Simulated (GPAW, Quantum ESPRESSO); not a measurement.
Consider LaTiO3 (Pm-3m).

```xyz
5
Lattice="3.9200 0.0000 0.0000 0.0000 3.9200 0.0000 0.0000 0.0000 3.9200" Properties=species:S:1:pos:R:3 pbc="T T T"
La    0.0000    0.0000    0.0000
Ti    1.9600    1.9600    1.9600
O     1.9600    0.0000    1.9600
O     0.0000    1.9600    1.9600
O     1.9600    1.9600    0.0000
```

Absorber: atom 2, with 6 O at 1.96 Å (octahedral, site symmetry m-3m). Method: Quantum ESPRESSO XSpectra, LDA, excited-electron core hole (neutral cell), 10-atom cell with 5.5 Å between holes, 6×6×6 k points, dipole transitions, Lorentzian half width 0.47 eV up to 4 eV, rising linearly to 4 eV at 25 eV, without spin-orbit coupling.

**Question.** Predict the near-edge structure at the Ti K edge.

Main maxima up to 30 eV above the zero (height): 4.4 eV (0.38), 14.1 eV (1.93) and 22.1 eV (1.93). A K edge sees empty p states. The first eV above the zero hold little dipole weight, as the lowest empty bands are of d character; the main edge, of 4p character, rises through 0.6 near 10 eV above the zero. The total-energy difference is 4971.74 eV. One term is added: -22.68 eV, since the hole is spin-paired here and a spin-polarised one costs that much less in the free atom (computed apart). The photon energy is then 4949.06 eV. The tabulated edge of the element is 4966 eV. The functional leaves an error in such absolute values: in the free atom LDA prices this hole 13.2 eV below PBE (computed apart), and PBE is itself good to a few eV.

The Ti K spectrum (energy from the energy zero of the input (xe0, at the border of filled and empty states); intensity scaled to a mean of 1 over the first 20 eV; the points at xe0, where the cut of filled states can leave a spike, are interpolated):

```tsv
E (eV)	intensity
-2.0	0.03
-1.0	0.03
0.0	0.04
1.0	0.08
2.0	0.14
3.0	0.19
4.0	0.33
5.0	0.30
6.0	0.20
7.0	0.24
8.0	0.32
9.0	0.48
10.0	0.76
11.0	1.18
12.0	1.61
13.0	1.86
14.0	1.93
15.0	1.91
16.0	1.89
17.0	1.88
18.0	1.87
19.0	1.88
20.0	1.90
21.0	1.92
22.0	1.93
23.0	1.93
24.0	1.92
25.0	1.91
26.0	1.90
27.0	1.90
28.0	1.89
29.0	1.88
30.0	1.86
31.0	1.82
32.0	1.78
```

The primitive cell holds an odd number of electrons, so a spin-paired run has to come out metallic; that is right for a metal, but some such compounds are magnetic or distorted insulators. Quadrupole 1s→3d transitions, which feed the pre-edge, are not in the dipole spectrum. The holes are only 5.5 Å apart, so the shape is probably not converged with cell size; no larger cell was run here. Lifetime broadening is put in by hand, and intensities beyond about 20 eV depend on it and on the partial waves. The structure is a published determination, not relaxed.

[Banner, clock and machine lines of the logs are left out without a mark of their own.]

[Logs are printed without paths, hosts, clocks, repeated set-up lines and the standing remarks that a program may print on its own settings, such as how far it seeks lower states.]

[Hosts, paths, dates, database ids (printed as entryN), source tags and the programs' standing remarks are cut or masked in the printed files.]

[Lists of maxima count a maximum above −3 eV only where it reaches 4 % of the highest in the window and stands out from its surroundings by 2 % of it (1.5 % where it reaches 55 %); shoulders and weaker maxima are passed over, and of the rest the first, up to two pre-edge ones and the few strongest are named.]
